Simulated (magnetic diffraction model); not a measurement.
# Moment size from magnetic intensity in KErGeS₄

Space group P2_1 (no. 4), a = 6.5490 Å, b = 6.8010 Å, c = 8.7040 Å, β = 105.76°.

| site | atom | x | y | z |
| --- | --- | --- | --- | --- |
| 2a | Er | 0.2317 | 0.0135 | 0.5524 |
| 2a | Ge | 0.2187 | 0.4748 | 0.3175 |
| 2a | K | 0.2668 | 0.0047 | 0.0675 |
| 2a | S | 0.0190 | 0.7339 | 0.7157 |
| 2a | S | 0.0165 | 0.7437 | 0.3029 |
| 2a | S | 0.4279 | 0.4702 | 0.1623 |
| 2a | S | 0.5709 | 0.9106 | 0.4243 |

The compound is invented for this exercise: a known structure type with other elements, its cell scaled to their sizes and not relaxed.

Only Er is taken to order (form factors of Er3+); orders and moment sizes are assumed, and not adapted to the symmetry. Radiation: neutrons of λ = 2.36 Å, 2° to 35°; isotropic B of 0.15 Å² (Er), 0.2 Å² (Ge), 0.26 Å² (K) and 0.21 Å² (S). Simulated constant-wavelength pattern: nuclear and magnetic terms add, the magnetic one as |2.695 fm × Σ f S⊥ exp(2πi Q·r) exp(−B s²)|², summed over all Q at one angle with the factor 1/(sin²θ cos θ). For a modulated order the moment at position r is S exp(−2πi k·r) + c.c., with S = m/2 for a sine wave of amplitude m and S = m(u + iv)/2 for moments turning in a plane, u and v being orthogonal unit vectors in it; the phase factor of the sum at Q = H + k is then exp(2πi H·r). Free-ion form factors, Sears's scattering lengths of 1992, no absorption; a label names one of the reflections at its angle. The strongest nuclear line in the range is 100, and lines under 0.2 are left out.

In a first state the assumed order is k = (0 0 0.389), a sine wave with moments along [001] (amplitudes given), 8.5 μB on Er; signs + at (0.2317, 0.0135, 0.5524), − at (0.7683, 0.5135, 0.4476), with this pattern:

| 2θ (°) | index | nuclear | magnetic |
| --- | --- | --- | --- |
| 9.88 | (0 0 0.611) | 0.0 | 2.7 |
| 16.20 | (0 0 1) | 100.0 | 0.0 |
| 20.77 | (1 0 -0.389) | 0.0 | 70.0 |
| 20.97 | (0 1 0.389) | 0.0 | 139.3 |
| 21.16 | (1 0 -0.611) | 0.0 | 48.5 |
| 21.58 | (1 0 0) | 4.0 | 0.0 |
| 22.34 | (0 1 0.611) | 0.0 | 97.8 |
| 22.57 | (0 0 1.389) | 0.0 | 0.5 |
| 23.24 | (1 0 -1) | 9.3 | 0.0 |
| 24.11 | (1 0 0.389) | 0.0 | 52.8 |
| 25.83 | (0 1 1) | 73.2 | 0.0 |
| 26.16 | (1 0 0.611) | 0.0 | 40.0 |
| 26.23 | (0 0 1.611) | 0.0 | 1.3 |
| 26.73 | (1 0 -1.389) | 0.0 | 12.7 |
| 28.98 | (1 1 -0.389) | 0.0 | 1.0 |
| 29.18 | (1 0 -1.611) | 0.0 | 4.9 |
(The table stops after 16 lines; 11 more lie at higher angle.)

**Question.** Nearer the ordering temperature the line at 20.97° has total intensity 12.5 on the same scale, and all moments have shrunk alike. How large is the Er moment?

The nuclear part, 0.0, stays, so the magnetic part is 12.5 against 139.3. It goes as m², so m = 8.5 × √(12.5/139.3) = 2.55 μB; the value used was 2.55 μB.
